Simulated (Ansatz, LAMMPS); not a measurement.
## Structural relaxation of aqueous Sr2+ and TFSI-, 8.8 mol of salt per kg of water, from a frame at 360 K (150 atoms)

How does aqueous Sr2+ and TFSI-, 8.8 mol of salt per kg of water, from a frame at 360 K (150 atoms) relax, and what do bonds, charges and levels look like afterwards?

Main program and level: Ansatz 0.2.0; Kohn-Sham DFT, PBEsol, PAW (set soft_2), plane waves.

## 1. The starting structure

The cell holds 150 atoms: 6 N, 12 S, 43 O, 12 C, 36 F, 38 H and 3 Sr. Its edges and angles: a = 12.398 Å, b = 12.398 Å, c = 12.398 Å, α = 90.0°, β = 90.0°, γ = 90.0°. 19 H2O, 3 Sr2+, 6 TFSI- placed at random, at 1.99 g/cm³; overlaps pushed apart, then 10 ps at 420 K with divalent ions of Li, Roberts, Chakravorty and Merz (J. Chem. Theory Comput. 9, 2733 (2013)); MMFF94 bonds, angles, torsions, charges and radii (Halgren, J. Comput. Chem. 17, 490 (1996)) in harmonic and 12-6 forms; SPC/E water (Berendsen, Grigera and Straatsma, J. Phys. Chem. 91, 6269 (1987)); charges of ions scaled by 0.85. Snapshot after 20 ps at 360 K and fixed volume.

What the set-up can't give: The network of contacts between molecules at the start is that of the classical potential that made the cell. The concentration wasn't checked against solubility and may exceed it. The functional has no dispersion term, which matters for the binding between molecules or layers. The density was typed from a rule of thumb and may lie off the real one at this temperature. Only the Γ point is sampled, in a cell whose shortest periodic width is 12 Å.

## 2. Making the structure

A classical potential supplies the starting structure, since it reaches far longer times than DFT.

This step: classical MD, divalent ions of Li, Roberts, Chakravorty and Merz (J. Chem. Theory Comput. 9, 2733 (2013)); MMFF94 bonds, angles, torsions, charges and radii (Halgren, J. Comput. Chem. 17, 490 (1996)) in harmonic and 12-6 forms; SPC/E water (Berendsen, Grigera and Straatsma, J. Phys. Chem. 91, 6269 (1987)); charges of ions scaled by 0.85 (LAMMPS 22 Jul 2025 - Update 4).

in.lmp reads:

```
# aqueous Sr2+ and TFSI-, 8.8 mol of salt per kg of water
units real
atom_style full
boundary p p p
bond_style harmonic
angle_style harmonic
dihedral_style opls
improper_style harmonic
special_bonds lj 0 0 0.5 coul 0 0 0.75
read_data data.lmp
neigh_modify delay 0 every 1 check yes one 4000
comm_modify cutoff 12.0
timestep 0.5
thermo_style custom step time temp pe press density
thermo_modify norm yes
# push overlapping molecules apart
pair_style soft 2.6
pair_coeff * * 0.0
variable a equal ramp(1,60)
fix ad all adapt 1 pair soft a * * v_a
velocity all create 420 565840 mom yes dist gaussian
fix lim all nve/limit 0.03
fix lan all langevin 420 420 50 565841 zero yes
thermo 1000
run 3000 post no
unfix ad
pair_style lj/cut/coul/long 9.0
pair_modify mix arithmetic tail yes
pair_coeff 1 1 0.0721 3.5530   # N
pair_coeff 2 2 0.2681 3.4180   # S
pair_coeff 3 3 0.0763 3.0960   # O
pair_coeff 4 4 0.0678 3.3680   # C
pair_coeff 5 5 0.0801 2.5590   # F
pair_coeff 6 6 0.1553 3.1660   # O
# [... 21 lines left out ...]
compute msd all msd com yes
thermo 5000
fix md all nvt temp 360 360 100
run 20000 post no
print "== T360: mean square displacement over the hold $(c_msd[4]:%.2f) A^2"
unfix md
uncompute msd
write_dump all custom T360.dump id type xs ys zs modify sort id
```

Run with:

```sh
$ lmp -in in.lmp -log none -nocite
```

Numbers of over 12 decimals in the logs are rounded to 6 here.

The log of the run:

```text
LAMMPS (22 Jul 2025 - Update 4)
Reading data file ...
  orthogonal box = (0 0 0) to (12.39774 12.39774 12.39774)
  150 atoms
  orthogonal box = (0 0 0) to (12.39774 12.39774 12.39774)
  122 bonds
  169 angles
  144 dihedrals
   Step          Time           Temp          PotEng         Press         Density
         0   0              420            0.82274333    -17027.758      1.9920013
      1000   500            441.02256      1.3511456      10668.32       1.9920013
      2000   1000           442.80577      1.3917282      16295.145      1.9920013
      3000   1500           373.34209      1.3638074      16999.367      1.9920013
[... 41 lines left out ...]
Loop time of 2.2912 s on 1 MPI rank(s) for 5000 steps with 150 atoms
WARNING: Bond/angle/dihedral extent > half of periodic box length
   Step          Time           Temp          PotEng         Press         Density
[... 2 lines left out ...]
     25000   24000          347.06029     -2.0270011      2039.7407      1.9920013
     30000   29000          326.08991     -2.0990692     -5299.6472      1.9920013
     35000   34000          353.32956     -2.0680235     -7396.378       1.9920013
     37000   36000          343.19896     -2.1326135     -7555.3837      1.9920013
WARNING: Bond/angle/dihedral extent > half of periodic box length
Loop time of 9.16965 s on 1 MPI rank(s) for 20000 steps with 150 atoms
== T360: mean square displacement over the hold 3.45 A^2
```

Elapsed: 18 s, on 1 thread of Arm Neoverse V2, shared host; peak memory 0.12 GiB.

The input also reads data.lmp (atoms, bonds and types; not printed here).

## 3. Single point at the start

The forces at the start show how far the geometry lies from a minimum of this functional.

input.yaml reads:

```yaml
crystal:
  lattice:
    - [12.39774, 0.0, 0.0]
    - [0.0, 12.39774, 0.0]
    - [0.0, 0.0, 12.39774]
  atoms:
    - { symbol: "N", position: [0.0439, 0.90893, 0.53516] }
    - { symbol: S, position: [0.1063, 0.83463, 0.46127] }
    - { symbol: O, position: [0.0655, 0.72376, 0.45413] }
    - { symbol: O, position: [0.22196, 0.83787, 0.47733] }
    - { symbol: C, position: [0.08449, 0.89665, 0.3263] }
    - { symbol: F, position: [0.07487, 0.00764, 0.33613] }
    - { symbol: F, position: [0.99512, 0.85429, 0.27361] }
    - { symbol: F, position: [0.17072, 0.88558, 0.25918] }
    - { symbol: S, position: [0.91445, 0.90633, 0.51641] }
    - { symbol: O, position: [0.87698, 0.95645, 0.41847] }
    - { symbol: O, position: [0.86175, 0.80234, 0.53552] }
    - { symbol: C, position: [0.8798, 0.00363, 0.63008] }
    - { symbol: F, position: [0.77546, 0.03575, 0.6297] }
    - { symbol: F, position: [0.94133, 0.09603, 0.63151] }
    - { symbol: F, position: [0.89783, 0.95874, 0.73295] }
    - { symbol: "N", position: [0.53822, 0.06077, 0.93633] }
    - { symbol: S, position: [0.50593, 0.00909, 0.0411] }
    - { symbol: O, position: [0.58367, 0.99314, 0.12915] }
    - { symbol: O, position: [0.44207, 0.9102, 0.03999] }
    - { symbol: C, position: [0.4177, 0.1184, 0.08436] }
    - { symbol: F, position: [0.4195, 0.20408, 0.01442] }
    - { symbol: F, position: [0.45492, 0.16438, 0.17904] }
    - { symbol: F, position: [0.31368, 0.08508, 0.11109] }
    - { symbol: S, position: [0.63494, 0.13923, 0.95965] }
    - { symbol: O, position: [0.64662, 0.21947, 0.87294] }
    - { symbol: O, position: [0.6316, 0.2024, 0.05968] }
    - { symbol: C, position: [0.74981, 0.04347, 0.96772] }
    - { symbol: F, position: [0.82159, 0.07739, 0.89229] }
    - { symbol: F, position: [0.72521, 0.93509, 0.94057] }
    - { symbol: F, position: [0.79586, 0.03964, 0.06287] }
    - { symbol: "N", position: [0.15767, 0.30018, 0.68644] }
    - { symbol: S, position: [0.099, 0.34936, 0.58022] }
    [... 112 atom lines left out ...]
    - { symbol: O, position: [0.48875, 0.6122, 0.26344] }
    - { symbol: H, position: [0.48167, 0.53447, 0.24309] }
    - { symbol: H, position: [0.54192, 0.64806, 0.21453] }
    - { symbol: Sr, position: [0.75852, 0.39755, 0.94458] }
    - { symbol: Sr, position: [0.95876, 0.54657, 0.4521] }
    - { symbol: Sr, position: [0.3959, 0.74219, 0.41057] }
kpoints:
  mp_grid: { grid: [1, 1, 1] }
hamiltonian:
  xc: pbesol
scf:
  occupations: { method: fermi_dirac, width: 0.05 }
output:
  forces: true
  stress: true
  populations: true
  dos:
    method: { smearing: { sigma: 0.1 } }
    de: 0.1
    projected: { site_lists: { C: [C], F: [F], H: [H], "N": ["N"], O: [O] } }
  eigenvalues: true
```

Run with:

```sh
$ ansatz run input.yaml --threads 4 --pin off --max-ram 8192MiB --backend cpu --events-out ev --progress --plain --runs-dir out
```

The log of the run:

```text
Engine: ansatz 0.2.0, aarch64-unknown-linux-gnu
Pseudopotentials: kind: paw
Pseudopotential: N, paw, valence charge 5, recommended cutoff 420 eV (normal), N.paw.azcp
Pseudopotential: S, paw, valence charge 6, recommended cutoff 420 eV (normal), S.paw.azcp
Pseudopotential: O, paw, valence charge 6, recommended cutoff 420 eV (normal), O.paw.azcp
Pseudopotential: C, paw, valence charge 4, recommended cutoff 420 eV (normal), C.paw.azcp
Pseudopotential: F, paw, valence charge 7, recommended cutoff 420 eV (normal), F.paw.azcp
Pseudopotential: H, paw, valence charge 1, recommended cutoff 420 eV (normal), H.paw.azcp
Pseudopotential: Sr, paw, valence charge 10, recommended cutoff 420 eV (normal), Sr.paw.azcp
[... 3 lines on functional and potentials left out ...]
Crystal: 150 atoms, lattice volume = 1905.582 Å³
Basis set: ecut = 420 eV, 37385 PW (Γ), exchange–correlation on 180×180×180 points (8 copies of the dense FFT grid, shifted against one another)
Bands: 514, of which v1, the nominal top of the filled ones, is band 364 counted from 1 (363 counted from 0)
Symmetry: 1 space group operations
Space group: P1 (ITA 1), of the structure as read, at distance tolerance 1.2e-4 Å
k-points: 1
[... 21 lines on functional and potentials left out ...]
Initial density: superposition of atomic densities (neutral atoms: chi_scale 0, normalization atom), corrected by the library's trained network
Initial wavefunctions: pseudopotential atomic-orbital guess
Functional: x = pbesol(κ = 0.804, μ = 0.123457), c = pbesol(β = 0.046)
SCF iter   1: F=—  HF=-79823.443943 eV  |F-HF|=—  |Δ(HF+E_count)|=         —  Δρ=8.76e-3  dr2=1.07e0  ethr=1.77e-3  ⟨swp⟩=8.0  Hψ=2645  notcnv=0  defer=35
preconditioner: auto → Resta (q_TF=auto, 2.324 Å⁻¹)  ε∞=2.8  [insulator: Δε(μ)=4.638 eV  Ē_g=16.856 eV  σ=0.050 eV  W_gap=1.00  n_scr=436 (ndim 8)  ℏωp=22.5 eV  f_vac=0.265  D(μ)=0.00/eV (n_scr^D=0)  ε∞_Penn≈2.8]
SCF iter   2: F=—  HF=-79823.164999 eV  |F-HF|=—  |Δ(HF+E_count)|=   2.79e-1  Δρ=3.26e-3  dr2=1.86e-1  ethr=1.47e-4  ⟨swp⟩=2.0  Hψ=807  notcnv=0  defer=145
SCF iter   3: F=—  HF=-79823.151723 eV  |F-HF|=—  |Δ(HF+E_count)|=   1.33e-2  Δρ=1.54e-3  dr2=5.26e-2  ethr=2.56e-5  ⟨swp⟩=3.0  Hψ=694  notcnv=0  defer=145
SCF iter   4: F=—  HF=-79823.144669 eV  |F-HF|=—  |Δ(HF+E_count)|=   7.05e-3  Δρ=5.16e-4  dr2=8.11e-3  ethr=7.23e-6  ⟨swp⟩=2.0  Hψ=650  notcnv=0  defer=145
SCF iter   5: F=—  HF=-79823.143630 eV  |F-HF|=—  |Δ(HF+E_count)|=   1.04e-3  Δρ=2.84e-4  dr2=1.77e-3  ethr=1.11e-6  ⟨swp⟩=2.0  Hψ=889  notcnv=0  defer=141
SCF iter   6: F=—  HF=-79823.143445 eV  |F-HF|=—  |Δ(HF+E_count)|=   1.85e-4  Δρ=1.19e-4  dr2=2.77e-4  ethr=2.43e-7  ⟨swp⟩=2.0  Hψ=690  notcnv=0  defer=141
SCF iter   7: F=—  HF=-79823.143437 eV  |F-HF|=—  |Δ(HF+E_count)|=   7.88e-6  Δρ=5.70e-5  dr2=5.80e-5  ethr=3.81e-8  ⟨swp⟩=2.0  Hψ=698  notcnv=0  defer=141
SCF iter   8: F=—  HF=-79823.148544 eV  |F-HF|=—  |Δ(HF+E_count)|=   5.11e-3  Δρ=1.91e-5  dr2=6.93e-6  ethr=7.97e-9  ⟨swp⟩=3.0  Hψ=696  notcnv=0  defer=141
SCF iter   9: F=—  HF=-79823.148548 eV  |F-HF|=—  |Δ(HF+E_count)|=   3.52e-6  Δρ=7.63e-6  dr2=1.06e-6  ethr=9.52e-10  ⟨swp⟩=2.0  Hψ=690  notcnv=0  defer=141
SCF iter  10: F=—  HF=-79823.148548 eV  |F-HF|=—  |Δ(HF+E_count)|=   3.10e-7  Δρ=3.53e-6  dr2=2.29e-7  ethr=1.45e-10  ⟨swp⟩=2.0  Hψ=838  notcnv=0  defer=141
SCF iter  11: F=-79823.148548 eV  HF=-79823.148548 eV  |F-HF|=6.10e-9  |Δ(HF+E_count)|=   3.77e-8  Δρ=1.08e-6  dr2=2.54e-8  ethr=1.37e-11  ⟨swp⟩=13.0  Hψ=2836  notcnv=0
SCF 1 converged in 11 iterations: F = -79823.148548 eV  dr2 = 2.54e-8
  greatest PAW one-centre occupation: 0.986 electrons in one spin orbital (limit 2), on the Sr atom at site 148 (counted from 0), in its partial waves of l = 0
SCF converged after 11 iterations
Free energy (F): -79823.148548 eV
Harris-Foulkes:  -79823.148548 eV  (|F-HF|=6.10e-9)
Internal energy: -79823.148548 eV  (E = F + TS)
E sigma→0 (E₀):  -79823.148548 eV
Fermi energy:    2.756552 eV
--- Per-component energies (eV) ---
  E_band       = -6530.118613
  E_kinetic    = 19396.794586
  E_local      = -70520.490045  (includes V_loc(G=0)·N_el)
  E_nonlocal   = 6312.408618
  E_hartree    = 26670.045065
  E_xc         = -8840.153964
  E_vxc        = -10731.873212  (∫ρ·V_xc dr)
  E_paw        = -30376.175056  (= ΣΔE_a)
  E_vpaw       = -4327.182310  (= ΣTr[D̂ρ^β])
  E_aug_tail   = 0.135651  (compensation charges beyond the density's cutoff)
  E_ewald      = -22470.326951
  E_core_change = 4.613548  (= ΣΔE_core)
  E_smearing   = -0.000000  (= −TS)
  E_closure    = -0.000000  (closes the sum)
  Σ components = -79823.148548   (vs F -79823.148548, Δ=0.00e0)
--- Forces (eV/Å), atoms counted from 1 ---
  atom   1  N     -1.51397405     1.12469476     1.15782986
  atom   2  S      1.04619426    -2.55262485    -1.44454097
  atom   3  O     -0.09847135     0.30288128    -0.23044412
  atom   4  O      0.17572677     0.49415076     0.20982633
  atom   5  C      0.24302205     1.55676243    -2.42287025
  atom   6  F     -0.40871115    -2.29956774     0.51609418
  atom   7  F      1.88443484     0.86912481     1.09647179
  atom   8  F     -0.96686552    -0.31101067     0.88305131
  atom   9  S     -1.31307328    -1.25239246     0.84246527
  atom  10  O      0.14571126     0.85226055    -0.25849105
  atom  11  O      0.85005165     1.22608761     0.45251486
  atom  12  C      0.51405741     1.39562614     3.24536866
  atom  13  F      0.85187847    -0.73315262    -0.54514162
  atom  14  F     -0.71243972    -1.48903179    -0.77018026
[...]
atom 149  Sr     0.18851741     0.49086777    -0.18506182
  atom 150  Sr     0.57963673    -0.54429529    -0.53975439
  max |Σ_I F_I| component: 6.87e-5 eV/Å
--- Stress (GPa, compression-positive) ---
       -0.211158      -0.232272      -0.080669
       -0.232272      -2.167471       0.017616
       -0.080669       0.017616      -1.385700
  P = ⅓ Tr σ = -1.2548 GPa (-12.548 kbar)
--- Band table (eV) ---
  k-point 0: bands = ["-32.8449", "-32.8208", "-32.6899", "-26.9461", [... 498 levels ...], "11.2348", "11.2830", "11.3018", "11.3498", "11.3793", "11.4254", "11.4449", "11.4894", "11.5195", "11.5280", "11.5768", "11.5882"]
--- Löwdin populations: 150 sites ---
  site symbol       q [e]
     0      N      5.8364
     1      S      3.7759
     2      O      6.8024
[...]
149     Sr      8.2449
  spilling = 0.014356 (of n_electrons = 728.000000)
```

Elapsed: 42 s, on 4 threads of Arm Neoverse V2, shared host; peak memory 2.9 GiB; 2.7 min of CPU time.

Reading the cycles: dr2 is the Hartree energy of the density residual (eV), the measure of convergence; HF is the Harris–Foulkes estimate of the energy, which meets the free energy F at convergence.

Read from the output:

* free energy: -79823.1485 eV
* free energy per atom: -532.1543 eV/atom
* SCF cycles: 11
* pressure: -1.255 GPa
* r.m.s. force component: 1.087 eV/Å
* longest force: 7.31 eV/Å
* Fermi energy: 2.757 eV
* gap (highest filled to lowest empty level): 4.263 eV
* spilling of the projection: 0.01436

The r.m.s. force component of 1.1 eV/Å and the pressure of -1.3 GPa set the starting point.

Neighbours are counted within 1.21 Å (O-H), 1.88 Å (O-S), 3.18 Å (O-Sr), 1.62 Å (F-C), 2.21 Å (C-S), 2.02 Å (S-N).

Length of the force by element and coordination:

```
element  coordination  atoms  mean length of the force (eV/Å)  spread  least   most
      C           all     12                             3.24    1.13   1.71   6.53
      F           all     36                             1.38   0.682  0.350   2.77
      H           all     38                             1.04   0.328  0.325   1.50
      N           all      6                             2.22   0.974  0.533   3.44
      O           all     43                             1.04   0.612  0.334   3.09
      O             1     12                             1.58   0.613  0.619   3.09
      O             2     20                            0.913   0.528  0.393   2.64
      O             3     11                            0.670   0.246  0.334   1.26
      S           all     12                             3.35    1.45   1.76   7.31
     Sr           all      3                            0.778   0.167  0.557  0.961
     Sr             7      1                            0.817       0  0.817  0.817
     Sr             8      2                            0.759   0.202  0.557  0.961
```

[end of part 1 of 3]

[Logs are printed without paths, hosts, clocks, repeated set-up lines and the standing remarks that a program may print on its own settings, such as how far it seeks lower states.]

[Hosts, paths, dates, database ids (printed as entryN), source tags and the programs' standing remarks are cut or masked in the printed files.]

[The MMFF94 radii named for the starting cell were scaled by 0.96; in molecules described by MMFF94, hydrogen bound to N, O or S took a small fixed 12-6 site in their place.]
